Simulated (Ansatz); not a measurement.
**Lattice dynamics of ZnSn2 (built on the sites of a database entry of Hf2Zn)**

Wanted: phonon frequencies of ZnSn2 (built on the sites of a database entry of Hf2Zn) and what follows from them.

Main program and level: Ansatz 0.2.0; DFT PBEsol, scalar-relativistic, plane waves, PAW.

The structure was built from a prototype and need not be the compound's stable phase.

## 1. Starting point

Symmetry: I4/mmm, No. 139, tetragonal system. Conventional cell: a = 2.780 Å, b = 2.780 Å, c = 9.659 Å, α = 90.00°, β = 90.00°, γ = 90.00°. Nearest to Sn lie 4 Zn at 2.49 Å and 8 Sn at 2.64 to 2.78 Å. Nearest to Zn lie 8 Sn at 2.49 Å and 4 Zn at 2.78 Å. Farther neighbours are not listed.

## 2. Coarse relaxation

The start is far from rest, so a relaxation with loose tolerances brings it close first.

The input, input.yaml:

```yaml
crystal:
  lattice:
    - [-1.38999, 1.38999, 4.82949]
    - [1.38999, -1.38999, 4.82949]
    - [1.38999, 1.38999, -4.82949]
  atoms:
    - { symbol: Sn, position: [0.65863576, 0.65863576, 0.0] }
    - { symbol: Sn, position: [0.34136424, 0.34136424, 0.0] }
    - { symbol: Zn, position: [0.0, 0.0, 0.0] }
kpoints:
  mp_grid: { grid: [10, 10, 10] }
hamiltonian:
  xc: pbesol
scf:
  occupations: { method: gaussian, width: 0.1 }
output:
  forces: true
  stress: true
  eigenvalues: true
relax:
  adjacent_minimum: "off"
  f_tol: 0.05
  max_steps: 80
  cell: { stress_tol: 0.5 }
```

Run with:

```console
$ ansatz run input.yaml --threads 4 --pin off --max-ram 14336MiB --backend cpu --events-out ev --progress --plain --runs-dir out
```

Numbers of over 12 decimals in the logs are rounded to 6 here.

The program printed:

```text
The last accepted step is kept in <dir> (removed where the run ends without a failure and the disk answers)
[...]
F+E_penalty+E_count = -15180.19909285 eV   max|allowed force component| = 3.548e-5 eV/Å   (the final SCF, on the basis selected at the relaxed cell)
  cell:  # Å, volume = 67.5673 Å³
    - [-1.679779, 1.679779, 5.986493]
    - [1.679779, -1.679779, 5.986493]
    - [1.679779, 1.679779, -5.986493]
  atoms:
    - { symbol: Sn, position: [0.648097, 0.648097, 0] }
    - { symbol: Sn, position: [0.351903, 0.351903, 0] }
    - { symbol: Zn, position: [3.591939264760477e-19, 3.5919392647604773e-19, 0] }
[key lines of the parts left out:]
SCF converged after 5 iterations
Free energy (F): -15180.199093 eV
Fermi energy:    11.163880 eV
P = ⅓ Tr σ = -0.0141 GPa (-0.141 kbar)
```

It took 10 s on 4 threads of Intel Xeon 6975P-C (Granite Rapids), shared host; peak memory 0.51 GiB; 39 s of CPU time.

The steps of the relaxation:

```
step  energy less that of the first step (eV)  largest force component (eV/Å)  pressure (GPa)  volume (Å³)
   1                                   0.0000                          2.7067          149.25        37.32
   2                                  -3.9857                          0.5277           81.16        42.85
   3                                  -6.1457                          0.1726           42.90        48.59
   4                                  -7.3550                          0.0786           17.57        55.29
   5                                  -7.7258                          0.0095           -0.27        62.76
  6*                                  -7.9404                          0.0345            5.14        62.76
   7                                  -7.9963                          0.0381            2.21        65.22
   8                                  -8.0118                          0.0050           -0.42        68.08
   9                                  -8.0129                          0.0002            0.00        67.57
 10*                                  -8.0146                          0.0000           -0.01        67.57
```

Relaxation steps marked * repeat the geometry before them on a plane-wave basis chosen anew for their cell, so energy and pressure can jump there.

The run keeps the 16 symmetry operations that it works with, so distortions that break them were not tested.

```
     cell as run  before   after   change
           a (Å)   5.214   6.441  +23.5 %
           b (Å)   5.214   6.441  +23.5 %
           c (Å)   5.214   6.441  +23.5 %
           α (°)  149.08  149.76   +0.5 %
           β (°)  149.08  149.76   +0.5 %
           γ (°)   44.30   43.29   -2.3 %
volume (Å³/atom)   12.44   22.52  +81.0 %
```

The atoms that moved most (Å, as changes of fractional coordinates times the final cell):

```
atom     dx     dy      dz  length
 Sn1  0.000  0.000  -0.126   0.126
 Sn2  0.000  0.000   0.126   0.126
```

Final coordinates:

```xyz
3
Lattice="-1.6798 1.6798 5.9865 1.6798 -1.6798 5.9865 1.6798 1.6798 -5.9865" Properties=species:S:1:pos:R:3 pbc="T T T"
Sn    0.0000    0.0000    7.7597
Sn    0.0000    0.0000    4.2133
Zn    0.0000    0.0000    0.0000
```

Numbers from this step:

```yaml
pressure: -0.01406 GPa
volume_per_atom: 22.52 Å³
gap_on_the_k_mesh: 0 eV
```

In this step the volume went from 12.44 to 22.52 Å³/atom.

## 3. Bringing the structure to rest

Harmonic phonons are second derivatives at a point where the forces vanish, and they are wanted at zero stress, so atoms and cell are relaxed first.

The input, input.yaml:

```yaml
crystal:
  lattice:
    - [-1.679778812, 1.679778812, 5.986492944]
    - [1.679778812, -1.679778812, 5.986492944]
    - [1.679778812, 1.679778812, -5.986492944]
  atoms:
    - { symbol: Sn, position: [0.6480970298, 0.6480970298, 0.0] }
    - { symbol: Sn, position: [0.3519029702, 0.3519029702, 0.0] }
    - { symbol: Zn, position: [0.0, 0.0, 0.0] }
kpoints:
  mp_grid: { grid: [18, 18, 18] }
hamiltonian:
  xc: pbesol
scf:
  occupations: { method: gaussian, width: 0.1 }
output:
  forces: true
  stress: true
  eigenvalues: true
  write_density: true
  write_potential: true
  elf: true
  volumetric_format: npy
relax:
  adjacent_minimum: "off"
  f_tol: 0.005
  max_steps: 80
  cell: { stress_tol: 0.05 }
```

The program printed:

```text
[...]
Crystal: 3 atoms, lattice volume = 67.567 Å³
Basis set: ecut = 420 eV, 1361 PW (Γ), FFT grids on a1−a2, a2, a1+a3, exchange–correlation on 64×90×48 points (8 copies of the dense FFT grid, shifted against one another)
Bands: 24, of which v1, the nominal top of the filled ones, is band 20 counted from 1 (19 counted from 0)
Symmetry: 16 space group operations
[...]
k-points: 480 of 5832
[...]
SCF iter   1: F=—  HF=-15180.203803 eV  |F-HF|=—  |Δ(HF+E_count)|=         —  Δρ=3.07e-3  dr2=3.63e-3  ethr=1.77e-3  ⟨swp⟩=5.7  Hψ=53115  notcnv=0
[...]
SCF iter   7: F=-15180.200244 eV  HF=-15180.200244 eV  |F-HF|=1.31e-8  |Δ(HF+E_count)|=   3.15e-7  Δρ=3.75e-6  dr2=1.65e-8  ethr=2.50e-10  ⟨swp⟩=7.9  Hψ=82027  notcnv=0
SCF 1 converged in 7 iterations: F = -15180.200244 eV  dr2 = 1.65e-8
[...]
relax step   1: F+E_penalty+E_count = -15180.20024377 eV  Δ(F+E_penalty+E_count) = +0.000e0 eV  max|allowed force component| = 3.245e-2 eV/Å  Δτ_max = 0.0000 Å  P = +0.078 GPa  Ω = 67.567 Å³  (7 SCF iters, dr2 threshold 1.00e-7 eV, accepted)
Crystal: 3 atoms, lattice volume = 67.608 Å³
Basis set: ecut = 420 eV, 1369 PW (Γ), FFT grids on a1−a2, a2, a1+a3, exchange–correlation on 64×90×48 points (8 copies of the dense FFT grid, shifted against one another)
[...]
SCF iter   5: F=-15180.202236 eV  HF=-15180.202236 eV  |F-HF|=1.55e-9  |Δ(HF+E_count)|=   8.05e-8  Δρ=3.13e-6  dr2=7.22e-9  ethr=7.50e-10  ⟨swp⟩=9.9  Hψ=82709  notcnv=0
SCF 2 converged in 5 iterations: F = -15180.202236 eV  dr2 = 7.22e-9
relax step   2: F+E_penalty+E_count = -15180.20223614 eV  Δ(F+E_penalty+E_count) = -1.992e-3 eV  max|allowed force component| = 2.621e-3 eV/Å  Δτ_max = 0.0065 Å  P = +0.015 GPa  Ω = 67.608 Å³  energy of the carried Pulay correction = -1.274e-5 eV  (5 SCF iters, dr2 threshold 3.00e-7 eV, accepted)
Crystal: 3 atoms, lattice volume = 67.689 Å³
[...]
SCF iter   5: F=-15180.202395 eV  HF=-15180.202395 eV  |F-HF|=2.16e-8  |Δ(HF+E_count)|=   2.88e-8  Δρ=5.05e-6  dr2=2.47e-8  ethr=1.70e-10  ⟨swp⟩=8.4  Hψ=72446  notcnv=0
SCF 3 converged in 5 iterations: F = -15180.202395 eV  dr2 = 2.47e-8
relax step   3: F+E_penalty+E_count = -15180.20239467 eV  Δ(F+E_penalty+E_count) = -1.585e-4 eV  max|allowed force component| = 2.281e-3 eV/Å  Δτ_max = 0.0024 Å  P = -0.033 GPa  Ω = 67.689 Å³  energy of the carried Pulay correction = -3.803e-5 eV  (5 SCF iters, dr2 threshold 6.80e-8 eV, accepted)
[...]
SCF iter   6: F=-15180.202439 eV  HF=-15180.202439 eV  |F-HF|=7.28e-12  |Δ(HF+E_count)|=    0.00e0  Δρ=8.66e-8  dr2=5.57e-12  ethr=1.00e-12  ⟨swp⟩=5.4  Hψ=60241  notcnv=0
SCF 4 converged in 6 iterations: F = -15180.202439 eV  dr2 = 5.57e-12
relax step   4: F+E_penalty+E_count = -15180.20243858 eV  Δ(F+E_penalty+E_count) = -4.391e-5 eV  max|allowed force component| = 2.298e-3 eV/Å  Δτ_max = 0.0000 Å  P = -0.033 GPa  Ω = 67.689 Å³  stress off target by 3.95e-2 GPa  SCF on the basis re-selected at this cell (its energy is not comparable with the rows above)  (6 SCF iters)
[...]
SCF converged after 6 iterations
Free energy (F): -15180.202439 eV
[...]
Internal energy: -15180.196481 eV  (E = F + TS)
E sigma→0 (E₀):  -15180.199460 eV
Entropy (-TS):   -0.005958 eV (-1.986 meV/atom)
Fermi energy:    11.171356 eV
[...]
--- Forces (eV/Å), atoms counted from 1 ---
  atom   1  Sn    -0.00000000    -0.00000000     0.00229817
  atom   2  Sn     0.00000000     0.00000000    -0.00229817
  atom   3  Zn     0.00000000     0.00000000    -0.00000000
  max |Σ_I F_I| component: 1.73e-18 eV/Å
--- Stress (GPa, compression-positive) ---
       -0.039508      -0.000000       0.000000
       -0.000000      -0.039508       0.000000
        0.000000       0.000000      -0.021337
  P = ⅓ Tr σ = -0.0335 GPa (-0.335 kbar)
--- Band table (eV; the first three rows and the last of 480) ---
  k-point 0: bands = [... 16 lower, 3.9634, 5.4759, 14.4620, 14.4620, 14.5297, 14.5297, 15.0217, 15.9970]
  k-point 1: bands = [... 16 lower, 3.9858, 5.5529, 13.5786, 13.6630, 13.9890, 14.0068, 15.8217, 16.8569]
  k-point 2: bands = [... 16 lower, 4.2450, 5.7912, 12.4548, 12.5210, 12.9996, 13.0314, 16.5003, 18.0209]
  k-point 479: bands = [... 16 lower, 3.9634, 9.5058, 10.1174, 13.2718, 13.2718, 16.6029, 17.0269, 17.0269]
--- Relaxed structure (3 steps of the walk, 3 accepted, 1 SCFs on fresh bases) ---
[...]
cell:  # Å, volume = 67.6886 Å³
    - [-1.670657, 1.670657, 6.062909]
    - [1.670657, -1.670657, 6.062909]
    - [1.670657, 1.670657, -6.062909]
  atoms:
    - { symbol: Sn, position: [0.648438, 0.648438, 0] }
    - { symbol: Sn, position: [0.351562, 0.351562, 0] }
    - { symbol: Zn, position: [0, 0, 0] }
```

The job ended after 25 s (4 threads; peak memory 0.94 GiB; 97 s of CPU time).

Step by step:

```
step  energy less that of the first step (eV)  largest force component (eV/Å)  pressure (GPa)  volume (Å³)
   1                                   0.0000                          0.0325            0.08        67.57
   2                                  -0.0020                          0.0026            0.01        67.61
   3                                  -0.0022                          0.0023           -0.03        67.69
  4*                                  -0.0022                          0.0023           -0.03        67.69
```

Relaxation steps marked * repeat the geometry before them on a plane-wave basis chosen anew for their cell, so energy and pressure can jump there.

The run keeps the 16 symmetry operations that it works with, so distortions that break them were not tested.

```
conventional cell, symmetrised  before   after  change
                         a (Å)   3.360   3.341  -0.5 %
                         b (Å)   3.360   3.341  -0.5 %
                         c (Å)  11.973  12.126  +1.3 %
              volume (Å³/atom)   22.52   22.56  +0.2 %
```

Final coordinates:

```cif
data_structure
_symmetry_space_group_name_H-M 'P 1'
_symmetry_Int_Tables_number 1
_cell_length_a 6.5070
_cell_length_b 6.5070
_cell_length_c 6.5070
_cell_angle_alpha 150.246
_cell_angle_beta 150.246
_cell_angle_gamma 42.581
_cell_volume 67.69
loop_
_atom_site_label
_atom_site_type_symbol
_atom_site_fract_x
_atom_site_fract_y
_atom_site_fract_z
_atom_site_occupancy
Sn1 Sn 0.64844 0.64844 0.00000 1
Sn2 Sn 0.35156 0.35156 0.00000 1
Zn3 Zn 0.00000 0.00000 0.00000 1
```

Numbers from this step:

```
pressure        : -0.03345 GPa
volume per atom : 22.56 Å³
```

Electrostatic potential energy in the ab plane of the cell as run, not the conventional one, at fractional z = 0.000, with atoms of Sn and Zn within 0.2 Å of it. With pseudopotentials it is smooth inside the atoms' cores, unlike the true potential.

Ten even steps from '_' (-24 eV) to '@' (41 eV), each cell a mean:
```
____..==++++++++++++++++++++++++::__
______::++++++======++++++++++++++::
--....::==++++--::::--==++++++++++++
++==----==++++--::----::==++++++++++
++++++++++++++==::==%%**----++++++++
++++++++++++++++----%%@@%%--==++++++
++++====++++++++++--==@@@@**::==++++
++==------==++++++==--==%%%%----++++
++==--::::::--++++++==----==--::==++
++++--::++**----==++++++--::::::==++
++++==::++@@%%==--++++++++==----==++
++++++==--%%@@%%----++++++++++++++++
++++++++----%%@@**::==++++++++++++++
++++++++++----++++::--++++++====++++
++++++++++++==::::::--==++++--::::==
--++++++++++++==------==++++--..__..
__::++++++++++++++====++++++==..____
____--++++++++++++++++++++++++--____
```
Columns run along a (6.5 Å; values clipped at the 3rd and 97th percentile), rows up along b (6.5 Å). Atoms in or near the plane, at fractional coordinates: Sn at (0.65, 0.65), Sn at (0.35, 0.35), Zn at (0.00, 0.00).

Valence density in the ab plane of the cell as run, not the conventional one, at fractional z = 0.000, with atoms of Sn and Zn within 0.2 Å of it. It is the smooth field of the valence electrons, not physical close to the nuclei.

Values in e/Å³, 10 rows by 16 columns, each cell a mean:
```
17 10  1  0  0  0  0  0  0  0  0  0  0  0  0  4
 1  1  1  0  0  0  0  1  1  1  0  0  0  0  0  0
 0  0  0  0  0  0  0  1  4  7  5  1  0  0  0  0
 0  0  0  0  0  0  0  0  1  6 13  9  2  0  0  0
 0  0  1  1  1  0  0  0  0  1  2  5  4  1  0  0
 0  0  1  2  7  7  2  0  0  0  0  0  1  1  0  0
 0  0  0  1  4 12 11  4  1  0  0  0  0  0  0  0
 0  0  0  0  0  2  4  4  2  0  0  0  0  0  0  0
 0  0  0  0  0  0  0  1  1  0  0  0  0  1  2  2
17  2  0  0  0  0  0  0  0  0  0  0  0  0  4 21
```
Columns run along a (6.5 Å), rows up along b (6.5 Å). Atoms in or near the plane, at fractional coordinates: Sn at (0.65, 0.65), Sn at (0.35, 0.35), Zn at (0.00, 0.00).

ELF in the ab plane of the cell as run, not the conventional one, at fractional z = 0.000, with atoms of Sn and Zn within 0.2 Å of it. It is the smooth field of the valence electrons, not physical close to the nuclei.

Ten even steps from '0' (0.00) to '9' (0.36), each cell a mean:
```
003578899986556651
202569999998534564
533568999999853356
765557998658995346
787666898412799535
799987788610179855
899998668840028986
899988866884116997
899867886688645999
899732588668888999
789930058866899999
658971005886789998
645996102888777898
643599733689865667
653359987899965555
565335899999975323
156544689999986400
015666678888777520
```
Columns run along a (6.5 Å), rows up along b (6.5 Å). Atoms in or near the plane, at fractional coordinates: Sn at (0.65, 0.65), Sn at (0.35, 0.35), Zn at (0.00, 0.00).

In this step the volume went from 22.52 to 22.56 Å³/atom.

## 4. Tight relaxation

Phonons need a cell at rest on their own settings, so the relaxation is repeated with tight tolerances on forces and stress on the k mesh and occupations of the first response run.

The input, input.yaml:

```yaml
crystal:
  lattice:
    - [-1.670657067, 1.670657067, 6.0629090674]
    - [1.670657067, -1.670657067, 6.0629090674]
    - [1.670657067, 1.670657067, -6.0629090674]
  atoms:
    - { symbol: Sn, position: [0.6484378291, 0.6484378291, 0.0] }
    - { symbol: Sn, position: [0.3515621709, 0.3515621709, 0.0] }
    - { symbol: Zn, position: [0.0, 0.0, 0.0] }
kpoints:
  mp_grid: { grid: [20, 20, 20] }
hamiltonian:
  xc: pbesol
scf:
  occupations: { method: methfessel_paxton, width: 0.2 }
output:
  forces: true
  stress: true
  eigenvalues: true
relax:
  adjacent_minimum: "off"
  f_tol: 0.001
  max_steps: 60
  cell: { stress_tol: 0.01 }
```

The program printed:

```text
[...]
Crystal: 3 atoms, lattice volume = 67.689 Å³
Basis set: ecut = 420 eV, 1369 PW (Γ), FFT grids on a1+a3, a2+a3, a3, exchange–correlation on 48×48×90 points (8 copies of the dense FFT grid, shifted against one another)
Bands: 24, of which v1, the nominal top of the filled ones, is band 20 counted from 1 (19 counted from 0)
Symmetry: 16 space group operations
[...]
--- Relaxed structure (3 steps of the walk, 3 accepted, 1 SCFs on fresh bases) ---
[...]
cell:  # Å, volume = 67.6947 Å³
    - [-1.671121, 1.671121, 6.060089]
    - [1.671121, -1.671121, 6.060089]
    - [1.671121, 1.671121, -6.060089]
  atoms:
    - { symbol: Sn, position: [0.648303, 0.648303, 0] }
    - { symbol: Sn, position: [0.351697, 0.351697, 0] }
    - { symbol: Zn, position: [0, 0, 0] }
[key lines of the parts left out:]
SCF converged after 7 iterations
Free energy (F): -15180.199233 eV
Fermi energy:    11.165498 eV
P = ⅓ Tr σ = 0.0036 GPa (0.036 kbar)
```

Run time: 28 s. Hardware: 4 threads; peak memory 1.1 GiB; 1.8 min of CPU time.

Little changed from the start: no atom moved by 0.005 Å and no cell edge by 0.1 %.

This step gave:

```yaml
pressure: 0.003612 GPa
```

The largest force component left is 0.40 meV/Å and the pressure is 0.004 GPa, within the tolerances set. The cell now holds 22.56 Å³/atom.

(Continued in part 2 of 3.)

[Logs are printed without paths, hosts, clocks, repeated set-up lines and the standing remarks that a program may print on its own settings, such as how far it seeks lower states.]

[Hosts, paths, dates, database ids (printed as entryN), source tags and the programs' standing remarks are cut or masked in the printed files.]
